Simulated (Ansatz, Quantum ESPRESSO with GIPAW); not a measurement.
# Y(OH)3: working out the 17O quadrupolar coupling

A plane-wave PAW calculation (PBEsol, Ansatz) gives this electric field gradient, in 10²¹ V/m² and Cartesian axes, at one O site of Y(OH)3 (atom 3; hydroxyl; 4 neighbours; site symmetry 1):

```
     10.4216       -4.7937        0.0662
     -4.7937       -4.1547       -0.0302
      0.0662       -0.0302       -6.2669
```

17O has spin 5/2, Q = -0.02558 barn and |γ|/2π = 5.7742 MHz/T. The cell is the P6_3 form of a database entry, atoms relaxed, static and at 0 K. The PAW files were made for PBE.

**Task.** Find C_Q, η_Q and ν_Q, and the shift and width of the central transition under fast MAS at 11.7 T and 18.8 T.

1. The tensor is symmetric and traceless. Its eigenvalues, ordered by size, are V_xx = -5.5897, V_yy = -6.2673 and V_zz = 11.8571.

2. η_Q = (V_xx − V_yy)/V_zz = 0.057.

3. C_Q = eQV_zz/h. One unit of 10²¹ V/m² with one barn gives 24.18 MHz, so C_Q = 24.18 × −0.02558 × 11.8571 = -7.334 MHz. A spectrum shows its size, not its sign.

4. ν_Q = 3C_Q/[2I(2I−1)] = 1.100 MHz in size, and P_Q = |C_Q|√(1 + η²/3) = 7.338 MHz.

5. The resonances lie at ν0 = 67.56 and 108.56 MHz, so ν_Q/ν0 is 0.016 at most and second order holds. The centre of gravity moves by δ_Q = −(3/40)(P_Q/ν0)² F × 10⁶ ppm, with F = [I(I+1) − 3/4]/[I²(2I−1)²] = 0.08: -70.8 ppm at 11.7 T and -27.4 ppm at 18.8 T.

6. Summing the second-order term over orientations gives a full width of 154 ppm (10 kHz) and 59.8 ppm (6.5 kHz). In ppm both fall as 1/B²: (11.7/18.8)² = 0.387. The spinning rate must pass the static width for this shape to show cleanly.

[Banner, clock, file and message-heading lines were taken out of the pw.x and gipaw.x logs.]

[Logs are printed without paths, hosts, clocks, repeated set-up lines and the standing remarks that a program may print on its own settings, such as how far it seeks lower states.]

[Hosts, paths, dates, database ids (printed as entryN), source tags and the programs' standing remarks are cut or masked in the printed files.]
